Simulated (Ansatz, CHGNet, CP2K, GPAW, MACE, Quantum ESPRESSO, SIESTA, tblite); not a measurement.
# SIESTA runs on W(100)/Au(100) interface (51 atoms), part 2 of 2

Aim: run W(100)/Au(100) interface (51 atoms) in SIESTA and see how near its forces come to a plane-wave reference, and at what cost.

Program: SIESTA 5.4.2; the method stands at each step. Banners, paths, timers and routine set-up lines are dropped from the logs unmarked, and long logs keep their key lines alone; longer cuts are marked. The potentials were converted by us to PSML.

So far. Step 3 (PBE, SZ, shift 0.01 Ry, mesh 300 Ry): Against the first run (18 %), the force difference from the reference is 69 %, at 0.32 times the CPU time (on 1 against 2 cores), with 510 basis functions against 969: the smaller basis costs accuracy. Step 4 (PBE, DZ, shift 0.01 Ry, mesh 300 Ry): Against the first run (18 %), the force difference from the reference is 44 %, at 0.59 times the CPU time (on 1 against 2 cores), with 816 basis functions against 969: the smaller basis costs accuracy.

### Step 5. OptB88-vdW, PBE potentials, DZP, shift 0.01 Ry, mesh 300 Ry

Method: Kohn-Sham DFT, optB88-vdW, PseudoDojo 0.4.1 norm-conserving pseudopotentials (converted to PSML), numerical atomic orbitals (DZP), diagonalisation.

input.fdf reads:

```
SystemLabel cell
NumberOfAtoms 51
NumberOfSpecies 2
%block ChemicalSpeciesLabel
  1 74 W
  2 79 Au
%endblock ChemicalSpeciesLabel
LatticeConstant 1.0 Ang
%block LatticeVectors
  8.95200 0.00000 0.00000
  0.00000 8.95200 0.00000
  0.00000 0.00000 22.04922
%endblock LatticeVectors
PAO.BasisSize DZP
PAO.EnergyShift 0.01 Ry
XC.Functional VDW
XC.Authors KBM
MeshCutoff 300 Ry
%block kgrid_Monkhorst_Pack
  1 0 0 0.0
  0 1 0 0.0
  0 0 1 0.0
%endblock kgrid_Monkhorst_Pack
SolutionMethod diagon
OccupationFunction FD
ElectronicTemperature 580 K
SCF.Mixer.Method Pulay
SCF.Mixer.Weight 0.05
SCF.Mixer.History 8
SCF.Mix Hamiltonian
MaxSCFIterations 300
SCF.DM.Tolerance 1e-04
SCF.H.Tolerance 1.0e-3 eV
WriteForces T
Write.HirshfeldPop T
Write.VoronoiPop T
Write.DM F
Write.H F
XML.Write F
AtomicCoordinatesFormat Fractional
%block AtomicCoordinatesAndAtomicSpecies
[... 51 atom lines left out: the same atoms as in the first run ...]
%endblock AtomicCoordinatesAndAtomicSpecies
```

Run with:

```bash
> OMP_NUM_THREADS=1 mpirun -np 2 siesta < input.fdf > output.txt
```

Output:

```text
Version         : 5.4.2
reinit: System Name:
reinit: System Label: cell
initatom: Reading input for the pseudopotentials and atomic orbitals ----------
Species number:   1 Atomic number:   74 Label: W
Species number:   2 Atomic number:   79 Label: Au
Ground state valence configuration (from tables):   6s02  6p00  5d04  5f00
Ground state valence configuration (from tables):   6s01  6p00  5d10  5f00
---- Processing specs for species: W
GGA--PBE XC_GGA_X_PBE--XC_GGA_C_PBE pb
Semicore shell(s) with  8 electrons included in the valence for W
---- Processing specs for species: Au
GGA--PBE XC_GGA_X_PBE--XC_GGA_C_PBE pb
Semicore shell(s) with  8 electrons included in the valence for Au
Semicore shell(s): 5s 5p
Fallback to non-perturbative polarization scheme for W
[... lines left out ...]
Total number of electrons:   849.000000
[... lines left out ...]
stepf: Fermi-Dirac step function
        iscf     Eharris(eV)        E_KS(eV)     FreeEng(eV)     dDmax    Ef(eV) dHmax(eV)
[... lines left out ...]
SCF Convergence by DM+H criterion
[... lines left out ...]
SCF cycle converged after 36 iterations
[... lines left out ...]
   Max    1.997201
[... lines left out ...]
   Max    1.997201    constrained
Stress tensor Voigt[x,y,z,yz,xz,xy] (kbar):       81.16       81.94       73.05        0.71       -0.23        0.01
[... lines left out ...]
siesta: Exc     =    -30232.991538
siesta: Eharris =   -158665.519820
siesta: Etot    =   -158665.519829
siesta: FreeEng =   -158666.087937
siesta: Final energy (eV):
siesta:  Band Struct. =  -27974.411975
siesta:       Kinetic =   44419.610204
siesta:       Hartree =  330254.317901
siesta:         Exch. =  -27971.143735
siesta:         Corr. =   -2261.847803
siesta:   Exch.-corr. =  -30232.991538
siesta:  Ion-electron = -711662.263461
siesta:       Ion-ion =  208555.807066
siesta:         Total = -158665.519829
siesta:         Fermi =      -3.164056
siesta: Stress tensor (static) (eV/Ang**3):
siesta:     0.050657    0.000007   -0.000141
siesta:     0.000007    0.051144    0.000443
siesta:    -0.000141    0.000443    0.045594
siesta: Cell volume =       1766.987095 Ang**3
siesta: Pressure (static):
siesta:                Solid            Molecule  Units
siesta:          -0.00053511         -0.00039771  Ry/Bohr**3
siesta:          -0.04913199         -0.03651616  eV/Ang**3
siesta:         -78.71812494        -58.50533921  kBar
    Orbital volume contribution        =          33.557624 eV
    (Free)E + p_basis*V_orbitals       =     -158632.530312 eV
    (Free)Eharris+ p_basis*V_orbitals  =     -158632.530303 eV
siesta: Electric dipole (a.u.)  =    0.000000   -0.000000   -2.242551
siesta: Electric dipole (Debye) =    0.000000   -0.000000   -5.699997
Hirshfeld Atomic Populations:
Atom #   charge [q] valence [e]  Species
     1     0.020571   13.979429  W
     2    -0.023240   14.023240  W
     3    -0.006291   14.006291  W
[...]
25     0.000463   18.999537  Au
    26     0.014240   18.985760  Au
    27    -0.033658   19.033658  Au
[...]
--------------------
 Total    -0.000079
Voronoi Atomic Populations:
Atom #   charge [q] valence [e]  Species
[...]
23     0.000804   13.999196  W
    24     0.068031   13.931969  W
[...]
50     0.026112   18.973888  Au
    51    -0.030499   19.030499  Au
--------------------
 Total    -0.000080
```

Wall time 11 min (2 MPI ranks of Arm Neoverse V1, shared host); peak memory 1.9 GiB.

Against the reference:

* r.m.s. force component: 0.6641 eV/Å
* r.m.s. difference of force components: 119.9 meV/Å
* longest difference of force vectors: 410.4 meV/Å
* force difference over r.m.s. force: 18.58 %
* slope of forces against the reference's: 1.013
* correlation of force components: 0.9837

Against the first run (18 %), the force difference from the reference is 19 %, at 4.1 times the CPU time; the model has changed, so this is no error of the program alone.

### Step 6. Side by side

Differences are against the plane-wave reference, forces as r.m.s. over components; share is that over the reference's r.m.s. force, slope the least-squares factor from reference forces to these. Total energies of different programs have different zeros and aren't compared.

| run | Δ force, r.m.s. (meV/Å) | share (%) | slope | cores | CPU time | memory (GiB) |
| --- | --- | --- | --- | --- | --- | --- |
| reference | - | - | - | 8 | 3 min | 2.5 |
| SIESTA PBE, DZP, shift 0.01 Ry, mesh 300 Ry | 114 | 17.7 | 1.019 | 2 | 5.3 min | 1.2 |
| SIESTA PBE, SZ, shift 0.01 Ry, mesh 300 Ry (coarse) | 442 | 68.5 | 1.329 | 1 | 1.7 min | 0.61 |
| SIESTA PBE, DZ, shift 0.01 Ry, mesh 300 Ry (coarse) | 281 | 43.5 | 1.105 | 1 | 3.1 min | 0.72 |
| SIESTA optB88-vdW, PBE potentials, DZP, shift 0.01 Ry, mesh 300 Ry | 120 | 18.6 | 1.013 | 2 | 22 min | 1.9 |

Rows marked coarse were listed beforehand as settings not expected to be converged; some can still land near the reference.

CPU time is summed over cores on a shared host, where runs went side by side, so it is rough. Symmetry, cutoffs, thresholds, outputs and thread counts weren't matched or tuned between programs; memory under MPI is the largest rank's times the ranks.

### Step 7. Summary of results

- nearest in forces: SIESTA PBE, DZP, shift 0.01 Ry, mesh 300 Ry, 18 %
- its CPU time: 5.3 min

In words: The PBE run in local orbitals, coarse settings apart, differs by 18 % (SIESTA PBE, DZP, shift 0.01 Ry, mesh 300 Ry); basis, grid and potentials can all enter. Rows with another functional or a dispersion term differ by 19 % (SIESTA optB88-vdW, PBE potentials, DZP, shift 0.01 Ry, mesh 300 Ry), which mixes the change of model with differences of basis and potentials, some of them made for another functional. Runs with settings chosen to be coarse differ by 44 % (SIESTA PBE, DZ, shift 0.01 Ry, mesh 300 Ry) to 69 % (SIESTA PBE, SZ, shift 0.01 Ry, mesh 300 Ry), their programs' other errors included. None of the electronic-structure runs in the table takes under half the reference's CPU time of 3 min; they take 0.57 to 7.4 times as much. The electron count is odd in these runs, and they have no spin polarisation, so the unpaired electron is spread evenly over both spins. The host structure and its lattice constant were typed by rule, without a check against the phase diagram. The electron count is odd and the run has no spin polarisation, so levels at the top are partly filled by construction. The electronic-structure runs sample only Γ, in a cell whose shortest periodic width is 9 Å, which is coarse for a cell with partly filled levels. Spin–orbit coupling is left out, which matters for the levels of the heavy elements.

[Also dropped from logs without a mark: logging warnings of Python, and SIESTA's first energy breakdown and zero terms.]

[Logs are printed without paths, hosts, clocks, repeated set-up lines and the standing remarks that a program may print on its own settings, such as how far it seeks lower states.]

[Hosts, paths, dates, database ids (printed as entryN), source tags and the programs' standing remarks are cut or masked in the printed files.]
